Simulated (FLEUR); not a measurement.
# Collinear magnetic orders of free Fe(110) film, 1 layer with FLEUR, part 2 of 2

Wanted: the moments of free Fe(110) film, 1 layer and the energy of each order that was tried.

FLEUR MaX-R8.1; LDA (VWN); all-electron FLAPW film, Dirac cores, scalar-relativistic bands.

So far, largest spin moment in the muffin-tin sphere (μB): step 2 (order 1, typed as ferro +) 2.80; step 3 (order 2, typed as antiferro q=(1/2,1/2,0) +-) 2.59.

## (4) Run 3 (no spin polarisation)

Without spin polarisation no moment can form, so the difference from the other runs is what forming moments gains.

The k list default-1 (kpts.xml, not shown) is a Γ-centred 16×16×1 mesh.

Contents of inp.xml:

```
<?xml version="1.0" encoding="UTF-8" standalone="no"?>
<fleurInput fleurInputVersion="0.39">
   <comment>
      Fe
   </comment>
   <calculationSetup>
      <cutoffs Kmax="3.68" Gmax="11.0" GmaxXC="11.0" numbands="0"/>
      <scfLoop itmax="120" minDistance="0.00002" maxIterBroyd="15" imix="Anderson" alpha="0.03" precondParam="0.0" spinf="2.0" sdNocoIR="T"/>
      <coreElectrons ctail="T" frcor="F" kcrel="1" coretail_lmax="0"/>
      <xcFunctional name="vwn" relativisticCorrections="F"/>
      <magnetism jspins="1"/>
      <soc l_soc="F" theta="0.0" phi="0.0" spav="F"/>
      <expertModes spex="0" secvar="F"/>
      <geometryOptimization l_f="F" forcealpha="1.0" forcemix="BFGS" epsdisp="0.00001" epsforce="0.00001"/>
      <ldaU l_linMix="F" mixParam="0.05" spinf="1.0"/>
   </calculationSetup>
   <cell>
      <bzIntegration valenceElectrons="16.0" mode="hist" fermiSmearingEnergy="0.00183747">
         <kPointListSelection listName="default-1"/>
         <xi:include xmlns:xi="http://www.w3.org/2001/XInclude" href="kpts.xml"> </xi:include>
      </bzIntegration>
      <xi:include xmlns:xi="http://www.w3.org/2001/XInclude" href="sym.xml"> </xi:include>
      <filmLattice scale="1.0" dVac="5.26" dTilda="7.76">
         <bravaisMatrixFilm>
            <row-1>    2.7079775365518000    -3.8296584928783730</row-1>
            <row-2>    2.7079775365518000     3.8296584928783730</row-2>
         </bravaisMatrixFilm>
         <vacuumEnergyParameters vacuum="1" spinUp="-.25" spinDown="-.25"/>
      </filmLattice>
   </cell>
   <atomSpecies>
      <species name="Iron (Fe)" element="Fe" atomicNumber="26">
         <mtSphere radius="2.23" gridPoints="737" logIncrement="0.016"/>
         <atomicCutoffs lmax="8" lnonsphr="6"/>
         <electronConfig flipSpins="F">
            <coreConfig>(1s1/2) (2s1/2) (2p1/2) (2p3/2)</coreConfig>
            <valenceConfig>(3s1/2) (3p1/2) (3p3/2) (4s1/2) (3d3/2) (3d5/2)</valenceConfig>
            <stateOccupation state="(3d3/2)" spinUp="1.200000" spinDown="1.200000"/>
            <stateOccupation state="(3d5/2)" spinUp="1.800000" spinDown="1.800000"/>
         </electronConfig>
         <energyParameters s="4" p="4" d="3" f="4"/>
         <lo type="SCLO" l="0" n="3" eDeriv="0"/>
         <lo type="SCLO" l="1" n="3" eDeriv="0"/>
      </species>
   </atomSpecies>
   <atomGroups>
      <atomGroup species="Iron (Fe)">
         <filmPos label="                   1">.0000000000 .0000000000 .0000000000</filmPos>
         <force calculate="T" relaxXYZ="TTT"/>
      </atomGroup>
   </atomGroups>
   <output dos="F" band="F" slice="F">
      <bandDOS minEnergy="-.5*Htr" maxEnergy="0.5*Htr" sigma="0.015" storeEVData="T"/>
      <plotting iplot="0" polar="F">
         <plot TwoD="T" vec1="  1.0  0.0  0.0" vec2="  0.0  1.0  0.0" vec3="  0.0  0.0  1.0" zero="  0.0  0.0 -0.5" file="plot"/>
      </plotting>
      <moessbauerParams electricFieldGradient="F" isomerShift="T" coreHyperfine="T" valenceHyperfine="T"/>
   </output>
</fleurInput>
```

Contents of crystal.txt:

```
Fe
&input film=T cartesian=F /
1.43300000000  -2.02656800000  0.00000000000
1.43300000000  2.02656800000  0.00000000000
0.00000000000  0.00000000000  1.00000000000
1.8897261246
1.0 1.0 1.0

1
26 0.00000000000  0.00000000000  0.00000000000

&kpt div1=16 div2=16 div3=1 gamma=T /
```

Command:

```
OMP_NUM_THREADS=1 inpgen -f crystal.txt > inpgen.log  # inp.xml is then edited as shown
OMP_NUM_THREADS=1 mpirun -n 4 fleur_MPI > fleur.log
```

What it wrote:

```text
[banner, memory and clock lines left out]
Welcome to FLEUR        (www.flapw.de)
      MaX-Release 8.1          (www.max-centre.eu)

 ========== k-point set info ==========
 Selected k-point list: default-1
 k-point list type: mesh
 0 x 0 x 0
 Number of k points: 76

 [... set-up left out ...]
 Iteration:     1   Distance:      13.18112307 me/bohr^3
 Iteration:     2   Distance:      11.13023361 me/bohr^3
 Iteration:     3   Distance:       7.76556238 me/bohr^3
 Iteration:     4   Distance:       5.84902500 me/bohr^3
 Iteration:     5   Distance:       4.52145369 me/bohr^3
[...]
<FermiEnergy value="-0.2070605007" units="Htr"/>
         [... left out ...]
         <totalEnergy value="    -1270.4769484727" units="Htr">
            <sumOfEigenvalues value="     -747.9749918976">
               <coreElectrons value="-726.4446239423"/>
               <valenceElectrons value="-21.5303679554"/>
            </sumOfEigenvalues>
         [... left out ...]
            <freeEnergy value="-1270.4785199818"/>
            <extrapolationTo0K value="-1270.4777342273"/>
         </totalEnergy>
         <densityConvergence units="me/bohr^3">
            <chargeDensity spin="1" distance="0.0000150031"/>
         </densityConvergence>
      </iteration>
```

The job ended after 10 s (4 MPI ranks of Arm Neoverse N1, shared host; peak memory 0.17 GiB; 40 s of CPU time).

This step gave:

| Item | Value |
| --- | --- |
| free energy | -34571.4817 eV |
| program's band gap on this mesh (in a metal only a level spacing) | 0.02438 eV |
| final state | non-magnetic (no spin polarisation) |

It lies 823 meV a seeded atom over the first start.

## (5) Ranking

Free energies are divided by the number of seeded atoms, so that cells of unlike size compare. Wavevectors q in the names are fractions of the primitive cell's reciprocal vectors.

Orders:

```
                     start        final state  typed order kept  energy over the lowest (meV a seeded atom)  largest sphere moment (μB)  net moment (μB a primitive cell)  mesh matched  CPU time (s)
                   ferro +      ferromagnetic               yes                                           0                       2.798                             2.875           yes         81.16
antiferro q=(1/2,1/2,0) +-  antiferromagnetic               yes                                       310.6                       2.587                                 0           yes         272.3
      no spin polarisation       non-magnetic                 -                                       822.9                           0                                 0           yes         40.39
```

## (6) Spin–orbit coupling, moments along z

Spin–orbit coupling ties the spins to the lattice and lets orbital moments form.

A new self-consistent run of the start ferro +, with the moments along z.

Contents of inp.xml:

```
<?xml version="1.0" encoding="UTF-8" standalone="no"?>
<fleurInput fleurInputVersion="0.39">
   <comment>
      Fe
   </comment>
   <calculationSetup>
      <cutoffs Kmax="3.68" Gmax="11.0" GmaxXC="11.0" numbands="36"/>
      <scfLoop itmax="120" minDistance="0.00002" maxIterBroyd="15" imix="Anderson" alpha="0.03" precondParam="0.0" spinf="2.0" sdNocoIR="T"/>
      <coreElectrons ctail="T" frcor="F" kcrel="1" coretail_lmax="0"/>
      <xcFunctional name="vwn" relativisticCorrections="F"/>
      <magnetism jspins="2"/>
      <soc l_soc="T" theta="0.0" phi="0.0" spav="F"/>
      <expertModes spex="0" secvar="F"/>
      <geometryOptimization l_f="F" forcealpha="1.0" forcemix="BFGS" epsdisp="0.00001" epsforce="0.00001"/>
      <ldaU l_linMix="F" mixParam="0.05" spinf="1.0"/>
   </calculationSetup>
   <cell>
      <bzIntegration valenceElectrons="16.0" mode="hist" fermiSmearingEnergy="0.00183747">
         <kPointListSelection listName="default-1"/>
         <xi:include xmlns:xi="http://www.w3.org/2001/XInclude" href="kpts.xml"> </xi:include>
      </bzIntegration>
      <xi:include xmlns:xi="http://www.w3.org/2001/XInclude" href="sym.xml"> </xi:include>
      <filmLattice scale="1.0" dVac="5.26" dTilda="7.76">
         <bravaisMatrixFilm>
            <row-1>    2.7079775365518000    -3.8296584928783730</row-1>
            <row-2>    2.7079775365518000     3.8296584928783730</row-2>
         </bravaisMatrixFilm>
         <vacuumEnergyParameters vacuum="1" spinUp="-.25" spinDown="-.25"/>
      </filmLattice>
   </cell>
   <atomSpecies>
      <species name="Iron (Fe) 2.800" element="Fe" atomicNumber="26">
         <mtSphere radius="2.23" gridPoints="737" logIncrement="0.016"/>
         <atomicCutoffs lmax="8" lnonsphr="6"/>
         <electronConfig flipSpins="F">
            <coreConfig>(1s1/2) (2s1/2) (2p1/2) (2p3/2)</coreConfig>
            <valenceConfig>(3s1/2) (3p1/2) (3p3/2) (4s1/2) (3d3/2) (3d5/2)</valenceConfig>
            <stateOccupation state="(3d3/2)" spinUp="1.4" spinDown="1.0"/>
            <stateOccupation state="(3d5/2)" spinUp="3.0" spinDown="0.6"/>
         </electronConfig>
         <energyParameters s="4" p="4" d="3" f="4"/>
         <lo type="SCLO" l="0" n="3" eDeriv="0"/>
         <lo type="SCLO" l="1" n="3" eDeriv="0"/>
      </species>
   </atomSpecies>
   <atomGroups>
      <atomGroup species="Iron (Fe) 2.800">
         <filmPos label="                   1">.0000000000 .0000000000 .0000000000</filmPos>
         <force calculate="T" relaxXYZ="TTT"/>
      </atomGroup>
   </atomGroups>
   <output dos="F" band="F" slice="F">
      <bandDOS minEnergy="-.5*Htr" maxEnergy="0.5*Htr" sigma="0.015" storeEVData="T"/>
      <plotting iplot="0" polar="F">
         <plot TwoD="T" vec1="  1.0  0.0  0.0" vec2="  0.0  1.0  0.0" vec3="  0.0  0.0  1.0" zero="  0.0  0.0 -0.5" file="plot"/>
      </plotting>
      <moessbauerParams electricFieldGradient="F" isomerShift="T" coreHyperfine="T" valenceHyperfine="T"/>
   </output>
</fleurInput>
```

Contents of crystal.txt:

```
Fe
&input film=T cartesian=F /
1.43300000000  -2.02656800000  0.00000000000
1.43300000000  2.02656800000  0.00000000000
0.00000000000  0.00000000000  1.00000000000
1.8897261246
1.0 1.0 1.0

1
26 0.00000000000  0.00000000000  0.00000000000 : 2.800

&soc 0.0000000 0.0000000 /
&kpt div1=16 div2=16 div3=1 gamma=T /
```

What it wrote:

```text
[banner, memory and clock lines left out]
Welcome to FLEUR        (www.flapw.de)
      MaX-Release 8.1          (www.max-centre.eu)

 ========== k-point set info ==========
 Selected k-point list: default-1
 k-point list type: mesh
 0 x 0 x 0
 Number of k points: 132

 [... set-up left out ...]
 Iteration:     1   Distance:      13.68787512 me/bohr^3
 Iteration:     2   Distance:      12.49219828 me/bohr^3
 Iteration:     3   Distance:       8.33981002 me/bohr^3
 Iteration:     4   Distance:       7.19756606 me/bohr^3
 Iteration:     5   Distance:       2.39612455 me/bohr^3
 Iteration:     6   Distance:       2.29942251 me/bohr^3
 Iteration:     7   Distance:       0.88084463 me/bohr^3
 Iteration:     8   Distance:       0.78407577 me/bohr^3
 Iteration:     9   Distance:       0.17124784 me/bohr^3
 Iteration:    10   Distance:       0.13261666 me/bohr^3
 Iteration:    11   Distance:       0.15445452 me/bohr^3
 Iteration:    12   Distance:       0.02744088 me/bohr^3
 Iteration:    13   Distance:       0.02962267 me/bohr^3
 Iteration:    14   Distance:       0.00975255 me/bohr^3
 Iteration:    15   Distance:       0.00282214 me/bohr^3
 Iteration:    16   Distance:       0.00273998 me/bohr^3
 Iteration:    17   Distance:       0.00134182 me/bohr^3
 Iteration:    18   Distance:       0.00084359 me/bohr^3
 Iteration:    19   Distance:       0.00024646 me/bohr^3
 Iteration:    20   Distance:       0.00029452 me/bohr^3
 Iteration:    21   Distance:       0.00015642 me/bohr^3
 Iteration:    22   Distance:       0.00001598 me/bohr^3

 ********************************************************************
 Run finished successfully
 Stop message:
   all done
 ********************************************************************

--- out.xml (last complete iteration) ---
<iteration numberForCurrentRun="   22" overallNumber="   22">
         [... left out ...]
         <bandgap value="0.0000000000" units="eV"/>
         <sumValenceSingleParticleEnergies value="-21.2816077133" units="Htr"/>
         <FermiEnergy value="-0.1785934625" units="Htr"/>
         [... left out ...]
         <magneticMomentsInMTSpheres units="muBohr">
            <globalMagMoment atomType="1" vec="0.00000   0.00000   2.79427"/>
         </magneticMomentsInMTSpheres>
         <orbitalMomentsInMTSpheres units="muBohr">
            <globalMagMoment atomType="1" vec="0.00000   0.00000   0.07398"/>
         </orbitalMomentsInMTSpheres>
         [... left out ...]
         <totalEnergy value="    -1270.5088706217" units="Htr">
            <sumOfEigenvalues value="     -747.4229139179">
               <coreElectrons value="-726.1413062046"/>
               <valenceElectrons value="-21.2816077133"/>
            </sumOfEigenvalues>
         [... left out ...]
            <freeEnergy value="-1270.5093459123"/>
            <extrapolationTo0K value="-1270.5091082670"/>
         </totalEnergy>
         <densityConvergence units="me/bohr^3">
            <chargeDensity spin="1" distance="0.0000129786"/>
            <chargeDensity spin="2" distance="0.0000089904"/>
            <overallChargeDensity distance="0.0000159849"/>
            <spinDensity distance="0.0000155893"/>
         </densityConvergence>
      </iteration>
```

Run time: 46 s. Hardware: 4 MPI ranks; peak memory 0.3 GiB.

Numbers from this step:

* free energy: -34572.3205 eV
* program's band gap on this mesh (in a metal only a level spacing): 0 eV
* magnetization: 2.871 μB
* final state: ferromagnetic
* largest moment: 2.794 μB
* orbital moment along the spin: 0.07398 μB

Orbital moment in the sphere, along the spin axis by atom:

```
atom  orbital moment in the sphere, along the spin axis (μB)
 Fe1                                                  0.0740
```

Fields along z, the direction of positive moments; semicore shells count as valence. Hyperfine fields at the nuclei:

```
atom  core contact (T)  valence contact (T)  dipolar (T)  orbital (T)  sum (T)  density at the nucleus (e/bohr³)
 Fe1            -63.87                50.25         7.03        4.227   -2.365                             15068
```

## (7) Outcome

```yaml
lowest_state_found: ferromagnetic (typed ferro +)
largest_site_spin_moment: 2.80 μB
next_finished_state: antiferromagnetic, 311 meV a seeded atom higher
energy_gained_by_spin_polarisation: 823 meV a seeded atom
hyperfine_field_at_fe1_along_its_moment: -2.36 T
orbital_moment_on_the_atom_of_largest_spin_along_its_spin_spin_orbit_run: 0.0740 μB
```

In words: The lowest state found is ferromagnetic, reached from the start ferro +, with moments up to 2.80 μB. The next finished state costs 311 meV a seeded atom. At Fe1 the core shells give -63.9 T and the valence and semicore s states 50.2 T along the moment, -4.88 T per μB together; orbital and dipolar parts add 11 T. Semilocal functionals tend to give too weak a core polarisation. The orbital moment is parallel to the spin. Only 3 starts were tried; other patterns of signs, canted and longer-period orders were not.

[Logs and program files are shortened in this print: banners, set-up blocks, solver, clock and traceback lines can be left out without a mark of their own.]

[Logs are printed without paths, hosts, clocks, repeated set-up lines and the standing remarks that a program may print on its own settings, such as how far it seeks lower states.]

[Hosts, paths, dates, database ids (printed as entryN), source tags and the programs' standing remarks are cut or masked in the printed files.]

[Where a cell is said to come from a database of computed structures, the database is the Materials Project.]
